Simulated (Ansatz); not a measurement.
## How FeGe absorbs and reflects light

What colour and refractive index does FeGe have at this level of theory? The cell comes from an older database entry, whose edges can differ from later determinations, mostly by under a per cent.

Method: DFT, PBE, plane-wave PAW, default files, scalar-relativistic, independent-particle optical response without local fields, in Ansatz 0.2.0.

The database entry behind the starting cell differs from later determinations by our own check (about 0.2 % short), so it need not match the best structure at ambient conditions.

## Step 1: Set-up

The structure is cubic, space group P2_13 (No. 198). Conventional cell: a = 4.689 Å, b = 4.689 Å, c = 4.689 Å, α = 90.00°, β = 90.00°, γ = 90.00°. Nearest to Ge lie 7 Fe at 2.38 to 2.64 Å. Nearest to Fe lie 7 Ge at 2.38 to 2.64 Å. Farther neighbours are not listed.

## Step 2: Ground state and bands

The self-consistent density comes first; it also tells whether there is a gap, which decides the occupations and the need for a Drude term.

This step: DFT, PBE, plane-wave PAW, default files, scalar-relativistic, ground state (Ansatz 0.2.0).

The input, input.yaml:

```yaml
crystal:
  lattice:
    - [4.689, 0.0, 0.0]
    - [0.0, 4.689, 0.0]
    - [0.0, 0.0, 4.689]
  atoms:
    - { symbol: Ge, position: [0.158, 0.342, 0.658] }
    - { symbol: Ge, position: [0.342, 0.658, 0.158] }
    - { symbol: Ge, position: [0.658, 0.158, 0.342] }
    - { symbol: Ge, position: [0.842, 0.842, 0.842] }
    - { symbol: Fe, position: [0.865, 0.635, 0.365], spin: 3.0 }
    - { symbol: Fe, position: [0.635, 0.365, 0.865], spin: 3.0 }
    - { symbol: Fe, position: [0.365, 0.865, 0.635], spin: 3.0 }
    - { symbol: Fe, position: [0.135, 0.135, 0.135], spin: 3.0 }
magnetization:
  spin_polarized: true
kpoints:
  mp_grid: { grid: [5, 5, 5] }
  band_path:
    path:
      - [[0.0, 0.0, 0.0], [0.0, 0.5, 0.0], [0.5, 0.5, 0.0], [0.0, 0.0, 0.0], [0.5, 0.5, 0.5], [0.0, 0.5, 0.0]]
      - [[0.5, 0.5, 0.0], [0.5, 0.5, 0.5]]
    npoints: 10
scf:
  occupations: { method: fermi_dirac, width: 0.05 }
  n_extra_bands: 18
hamiltonian:
  xc: pbe
  pseudopotentials: { kind: paw }
output:
  forces: true
  stress: true
  populations: true
  write_bands: true
  write_density: true
  write_potential: true
  elf: true
  volumetric_format: npy
```

On the command line:

```console
$ ansatz run input.yaml --threads 4 --pin off --max-ram 8192MiB --backend cpu --events-out ev --progress --plain --runs-dir out
```

Numbers of over 12 decimals in the logs are rounded to 6 here.

The log of the run:

```text
Warning: the band count 78 (scf.n_extra_bands) hosts the net moment |M| = 12.0000 μB (N_el = 120) but caps the reachable moment at 2·n_bands − N_el = 36.0000 μB, below the 80 bands that the automatic rule leaves for it — a moment growing past the seed, or the majority channel's smearing tail, pins there with fewer empty majority states than that count leaves; raise or omit scf.n_extra_bands unless the cap is intended
scf.n_extra_bands = 18 over 60 filled bands (N_el = 120.0): the run solves 78 bands
Engine: ansatz 0.2.0, x86_64-unknown-linux-gnu
Pseudopotentials: kind: paw
Pseudopotential: Ge, paw, valence charge 14, recommended cutoff 420 eV (normal), Ge.paw.azcp
Pseudopotential: Fe, paw, valence charge 16, recommended cutoff 420 eV (normal), Fe.paw.azcp
Functional definition: PBE
  parameter kappa = 0.804
  parameter beta = 0.066725
  exchange = pbe_x(kappa = kappa, mu = beta*pi^2/3)
  correlation = pbe_c(beta = beta)
Crystal: 8 atoms, lattice volume = 103.096 Å³
Basis set: ecut = 420 eV, 2007 PW (Γ), exchange–correlation on 64×64×64 points (8 copies of the dense FFT grid, shifted against one another)
Bands: 78, of which v1, the nominal top of the filled ones, is band 60 counted from 1 (59 counted from 0)
Symmetry: 12 space group operations
Space group: P213 (ITA 198), of the structure as read, at distance tolerance 4.7e-5 Å
Magnetic group: BNS 198.9 (UNI 1511), of the structure as read, at distance tolerance 4.7e-5 Å
k-points: 11 of 125 (time reversal used)
Non-local potential: Ge, projectors of the file, l = 0: 2, l = 1: 2, l = 2: 3, l = 3: 1
Non-local potential: Fe, projectors of the file, l = 0: 3, l = 1: 2, l = 2: 3, l = 3: 1
PAW form: soft (Blöchl's): semilocal exchange-correlation on the pseudo side does not see the compensation charge
PAW one-centre angular grid: Ge, 590 points (default); XC on 64 Gauss nodes
PAW one-centre angular grid: Fe, 590 points (default); XC on 64 Gauss nodes
Initial density: superposition of atomic densities (chi_scale 0.1, normalization cell)
Starting moments: Σ|m| = 12 μB on 4 of 8 sites
Initial wavefunctions: pseudopotential atomic-orbital guess
Functional: x = pbe(κ = 0.804, μ = 0.219515), c = pbe(β = 0.066725)
iter 1 solved again at ethr=2.17e-3 eV; its pass at ethr=3.10e-3 eV (dr2=2.61e0 eV) is discarded
SCF iter   1: F=—  HF=-35099.849132 eV  |F-HF|=—  |Δ(HF+E_count)|=         —  Δρ=1.10e-1 (↑1.10e-1 ↓6.51e-2)  dr2=2.63e0  dr2_m=6.83e0  M=5.978 μB ∫|m|=7.286 μB  β_m=0.30  ethr=2.17e-3  ⟨swp⟩=1.3  Hψ=7420  notcnv=0
Mixer restart at iter 1: flushing history
preconditioner: auto → Kerker (q_TF=auto, 2.798 Å⁻¹)  [metal: Δε(μ)=0.020 eV  Ē_g=17.093 eV  σ=0.050 eV  W_gap=0.10  n_scr=32 (ndim 8)  ℏωp=34.3 eV  f_vac=0.000  D(μ)=9.04/eV (n_scr^D=92)]
spin=Collinear: Kerker preconditioning applied to the charge; magnetization (m = ρ↑ − ρ↓) channel mixes plain (no charge-response kernel on spin).
SCF iter   2: F=—  HF=-35099.280979 eV  |F-HF|=—  |Δ(HF+E_count)|=   5.68e-1  Δρ=6.42e-2 (↑6.42e-2 ↓6.30e-2)  dr2=1.00e0  dr2_m=3.62e0  M=5.784 μB ∫|m|=7.140 μB  β_m=0.59  ethr=2.17e-3  ⟨swp⟩=2.0  Hψ=2186  notcnv=0
SCF iter   3: F=—  HF=-35103.001977 eV  |F-HF|=—  |Δ(HF+E_count)|=    3.72e0  Δρ=4.90e-2 (↑4.90e-2 ↓3.15e-2)  dr2=6.13e-1  dr2_m=1.39e0  M=4.474 μB ∫|m|=5.795 μB  β_m=0.70  ethr=8.36e-4  ⟨swp⟩=3.0  Hψ=3675  notcnv=0  defer=108
SCF iter   4: F=—  HF=-35102.431649 eV  |F-HF|=—  |Δ(HF+E_count)|=   5.70e-1  Δρ=1.56e-2 (↑1.56e-2 ↓6.28e-3)  dr2=3.18e-1  dr2_m=8.53e-2  M=4.198 μB ∫|m|=5.312 μB  β_m=0.72  ethr=5.10e-4  ⟨swp⟩=2.7  Hψ=3013  notcnv=0  defer=140
SCF iter   5: F=—  HF=-35102.548725 eV  |F-HF|=—  |Δ(HF+E_count)|=   1.17e-1  Δρ=4.29e-3 (↑4.29e-3 ↓3.09e-3)  dr2=2.95e-2  dr2_m=6.01e-4  M=4.249 μB ∫|m|=5.359 μB  β_m=0.83  ethr=2.65e-4  ⟨swp⟩=2.0  Hψ=2085  notcnv=0  defer=140
SCF iter   6: F=—  HF=-35102.591587 eV  |F-HF|=—  |Δ(HF+E_count)|=         —  Δρ=4.31e-3 (↑4.31e-3 ↓2.77e-3)  dr2=3.33e-2  dr2_m=6.20e-4  M=4.257 μB ∫|m|=5.360 μB  β_m=0.83  ethr=2.46e-5  ⟨swp⟩=2.0  Hψ=3036  notcnv=0  defer=140
Mixer restart at iter 6: flushing history
SCF iter   7: F=—  HF=-35102.604198 eV  |F-HF|=—  |Δ(HF+E_count)|=   1.26e-2  Δρ=3.04e-3 (↑3.04e-3 ↓1.71e-3)  dr2=1.08e-2  dr2_m=5.12e-4  M=4.283 μB ∫|m|=5.396 μB  β_m=0.67  ethr=2.46e-5  ⟨swp⟩=2.0  Hψ=3292  notcnv=0  defer=140
SCF iter   8: F=—  HF=-35102.596045 eV  |F-HF|=—  |Δ(HF+E_count)|=   8.15e-3  Δρ=5.06e-4 (↑3.73e-4 ↓5.06e-4)  dr2=8.63e-4  dr2_m=1.46e-5  M=4.274 μB ∫|m|=5.383 μB  β_m=0.79  ethr=8.99e-6  ⟨swp⟩=2.0  Hψ=3360  notcnv=0  defer=140
SCF iter   9: F=—  HF=-35102.596085 eV  |F-HF|=—  |Δ(HF+E_count)|=   4.03e-5  Δρ=2.12e-4 (↑1.99e-4 ↓2.12e-4)  dr2=1.00e-4  dr2_m=4.65e-6  M=4.276 μB ∫|m|=5.385 μB  β_m=0.73  ethr=7.19e-7  ⟨swp⟩=2.0  Hψ=2685  notcnv=0  defer=140
SCF iter  10: F=—  HF=-35102.595992 eV  |F-HF|=—  |Δ(HF+E_count)|=   9.30e-5  Δρ=1.84e-4 (↑1.84e-4 ↓1.06e-4)  dr2=3.43e-5  dr2_m=2.30e-6  M=4.277 μB ∫|m|=5.387 μB  β_m=0.87  ethr=8.35e-8  ⟨swp⟩=2.0  Hψ=2689  notcnv=0  defer=140
SCF iter  11: F=—  HF=-35102.596004 eV  |F-HF|=—  |Δ(HF+E_count)|=   1.18e-5  Δρ=5.92e-5 (↑5.92e-5 ↓3.61e-5)  dr2=3.75e-6  dr2_m=2.65e-7  M=4.276 μB ∫|m|=5.387 μB  β_m=0.93  ethr=2.86e-8  ⟨swp⟩=2.0  Hψ=2074  notcnv=0  defer=140
SCF iter  12: F=—  HF=-35102.596004 eV  |F-HF|=—  |Δ(HF+E_count)|=   8.02e-7  Δρ=1.38e-5 (↑1.38e-5 ↓7.03e-6)  dr2=2.38e-7  dr2_m=1.62e-8  M=4.276 μB ∫|m|=5.387 μB  β_m=0.97  ethr=3.12e-9  ⟨swp⟩=2.0  Hψ=3037  notcnv=0  defer=140
SCF iter  13: F=—  HF=-35102.596004 eV  |F-HF|=—  |Δ(HF+E_count)|=   1.17e-8  Δρ=3.15e-6 (↑3.15e-6 ↓1.64e-6)  dr2=1.58e-8  dr2_m=6.01e-10  M=4.276 μB ∫|m|=5.386 μB  β_m=0.98  ethr=1.99e-10  ⟨swp⟩=2.5  Hψ=2704  notcnv=0  defer=140
SCF iter  14: F=-35102.596004 eV  HF=-35102.596004 eV  |F-HF|=2.28e-9  |Δ(HF+E_count)|=   2.10e-9  Δρ=8.85e-7 (↑6.45e-7 ↓8.85e-7)  dr2=2.52e-9  dr2_m=1.44e-11  M=4.276 μB ∫|m|=5.386 μB  ethr=1.32e-11  ⟨swp⟩=10.2  Hψ=9721  notcnv=0
SCF 1 converged in 14 iterations: F = -35102.596004 eV  dr2 = 2.52e-9
  greatest PAW one-centre occupation: 1.001 electrons in one spin orbital (limit 2), on the Fe atom at site 4 (counted from 0), in its partial waves of l = 1
NSCF: frozen V_eff on 62 k-points
SCF converged after 14 iterations
Magnetization: 4.2762 μB (62.1381 up, 57.8619 down)
Absolute magnetization: 5.3871 μB (∫|ρ↑−ρ↓|, with the PAW one-centre terms)
Spin contamination: 0.1232 ħ² per cell (⟨S²⟩ above its minimum at these occupations)
Per-site moments (μB) at R_I (Å): [(-0.055540, 0.981595), (-0.055540, 0.981595), (-0.055540, 0.981595), (-0.055540, 0.981595), (1.183479, 0.981595), (1.183479, 0.981595), (1.183479, 0.981595), (1.183479, 0.981595)]
Free energy (F): -35102.596004 eV
Harris-Foulkes:  -35102.596004 eV  (|F-HF|=2.28e-9)
Internal energy: -35102.539347 eV  (E = F + TS)
E sigma→0 (E₀):  -35102.567676 eV
Entropy (-TS):   -0.056658 eV (-7.082 meV/atom)
Fermi energy:    16.784809 eV
--- Per-component energies (eV) ---
  E_band       = -1102.433732
  E_kinetic    = 1867.335719
  E_local      = -16384.433467  (includes V_loc(G=0)·N_el)
  E_nonlocal   = 2549.311009
  E_hartree    = 7096.090564
  E_xc         = -779.496757
  E_vxc        = -873.788727  (∫ρ·V_xc dr)
  E_paw        = -13548.021700  (= ΣΔE_a)
  E_vpaw       = -2453.048746  (= ΣTr[D̂ρ^β])
  E_aug_tail   = 0.004287  (compensation charges beyond the density's cutoff)
  E_ewald      = -15903.329002
  E_smearing   = -0.056658  (= −TS)
  E_closure    = 0.000000  (closes the sum)
  Σ components = -35102.596004   (vs F -35102.596004, Δ=0.00e0)
--- Forces (eV/Å), atoms counted from 1 ---
  atom   1  Ge     0.02536648    -0.02536648     0.02536648
  atom   2  Ge    -0.02536648     0.02536648     0.02536648
  atom   3  Ge     0.02536648     0.02536648    -0.02536648
  atom   4  Ge    -0.02536648    -0.02536648    -0.02536648
  atom   5  Fe     0.04274087    -0.04274087     0.04274087
  atom   6  Fe    -0.04274087     0.04274087     0.04274087
  atom   7  Fe     0.04274087     0.04274087    -0.04274087
  atom   8  Fe    -0.04274087    -0.04274087    -0.04274087
  max |Σ_I F_I| component: 7.63e-17 eV/Å
--- Stress (GPa, compression-positive) ---
       -2.693804       0.000000      -0.000000
        0.000000      -2.693804       0.000000
       -0.000000       0.000000      -2.693804
  P = ⅓ Tr σ = -2.6938 GPa (-26.938 kbar)
--- Band table (eV; the first three rows and the last of 22) ---
  k-point 0 ↑: bands = [... 56 lower, 15.9090, 15.9195, 15.9195, 15.9195, 16.4675, 16.4675, 16.4675, 18.5350, ... 14 higher]
  k-point 1 ↑: bands = [... 56 lower, 15.7430, 15.8475, 15.9317, 16.0814, 16.3155, 16.3830, 17.1511, 17.8682, ... 14 higher]
  k-point 2 ↑: bands = [... 56 lower, 15.6890, 15.7440, 15.9930, 16.0252, 16.1993, 16.2692, 17.5581, 17.6147, ... 14 higher]
  k-point 10 ↓: bands = [... 56 lower, 16.5716, 16.6470, 16.6718, 16.7482, 17.5293, 17.5601, 17.8291, 17.8888, ... 14 higher]
--- Löwdin populations: 8 sites ---
  site symbol       q [e]    m [muB]
     0     Ge     14.1987    -0.1258
     1     Ge     14.1987    -0.1258
     2     Ge     14.1987    -0.1258
     3     Ge     14.1987    -0.1258
     4     Fe     15.6226     1.2144
     5     Fe     15.6226     1.2144
     6     Fe     15.6226     1.2144
     7     Fe     15.6226     1.2144
  spilling = 0.005955 (of n_electrons = 120.000000)
```

Run time: 70 s. Hardware: 4 threads of AMD EPYC (Zen 3), shared host; peak memory 0.85 GiB; 2.5 min of CPU time.

In the SCF lines HF is the Harris–Foulkes energy and dr2 the Hartree energy of the density residual, in eV; the loop may stop once dr2 is under the threshold and the program's other checks hold. Hψ counts applications of the Hamiltonian.

Numbers from this step:

| Quantity | Value |
| --- | --- |
| free energy | -35102.5960 eV |
| Fermi energy | 16.78 eV |
| magnetization | 4.276 μB |
| absolute magnetization | 5.387 μB |
| site moments | -0.05554, -0.05554, -0.05554, -0.05554, 1.183, 1.183, 1.183, 1.183 μB |
| electrons | 120 |
| symmetry operations | 12 |
| pressure | -2.694 GPa |
| volume | 103.1 Å³ |
| gap on the path | 0 eV |

There are states at the Fermi level within the smearing, so the occupations stay smeared and the carriers get a Drude term. The cell is left with a pressure of -2.7 GPa and forces up to 0.07 eV/Å, as it stands unrelaxed at this level.

Both spins together. Electronic bands along the path, in eV, zero at the Fermi level; # counts the bands kept:

```tsv
point	#45	#46	#47	#48	#49	#50	#51	#52
Γ	-0.32	-0.32	0.15	0.15	0.15	0.29	0.29	0.99
halfway	-0.45	-0.20	-0.01	0.19	0.29	0.38	0.62	0.74
X	-0.58	-0.58	0.03	0.03	0.33	0.33	0.66	0.66
halfway	-0.51	-0.51	-0.21	-0.21	0.20	0.20	0.69	0.69
M	-0.55	-0.55	-0.14	-0.14	0.06	0.06	0.16	0.16
halfway	-0.37	-0.23	-0.16	-0.02	0.20	0.32	0.49	0.65
Γ	-0.32	-0.32	0.15	0.15	0.15	0.29	0.29	0.99
halfway	-0.35	-0.27	-0.18	-0.05	0.00	0.22	0.23	0.66
R	-0.25	-0.25	-0.25	-0.25	-0.15	-0.15	-0.15	-0.15
halfway	-0.49	-0.49	-0.21	-0.21	0.09	0.09	0.42	0.42
X	-0.58	-0.58	0.03	0.03	0.33	0.33	0.66	0.66
jump to M	-0.55	-0.55	-0.14	-0.14	0.06	0.06	0.16	0.16
halfway	-0.40	-0.40	-0.35	-0.35	-0.02	-0.02	-0.01	-0.01
R	-0.25	-0.25	-0.25	-0.25	-0.15	-0.15	-0.15	-0.15
```

Spin density in the ac plane at fractional y = 0.135, with atoms of Ge and Fe within 0.2 Å of it.

Ten even steps from '_' (0.0 e/Å³) to '@' (2.2 e/Å³), each cell a mean:
```
____________________________
____________________________
____________________________
____________________________
____________________________
____________________________
____________________________
____________________________
____________________________
____________________________
__::--..____________________
::##@@--____________________
..**##::____________________
__..::______________________
```
Atoms in or near the plane, at fractional coordinates: Ge at (0.66, 0.34), Fe at (0.13, 0.13).

ELF of down spins in the ac plane at fractional y = 0.135, with atoms of Ge and Fe within 0.2 Å of it. It is the smooth field of the valence electrons, not physical close to the nuclei.

Ten even steps from '_' (0.04) to '@' (0.83), each cell a mean:
```
........::----::....::==++--
------====----::....::==++==
====++++++==----::::--======
====++++++======------------
--====++==----======--::..::
--==++++==----++++++==::....
--==++**++====++====----::::
--==++++++==++==::..::------
::::::----++++--______--====
..::::..::==++--______--++--
--**##==..--++==::..::====::
++@@@@##::::++++======++--..
==%%@@**::::==++++======--..
::==++--..::----------==--..
```
Atoms in or near the plane, at fractional coordinates: Ge at (0.66, 0.34), Fe at (0.13, 0.13).

(Continued in part 2 of 2.)

[Logs are printed without paths, hosts, clocks, repeated set-up lines and the standing remarks that a program may print on its own settings, such as how far it seeks lower states.]

[Hosts, paths, dates, database ids (printed as entryN), source tags and the programs' standing remarks are cut or masked in the printed files.]
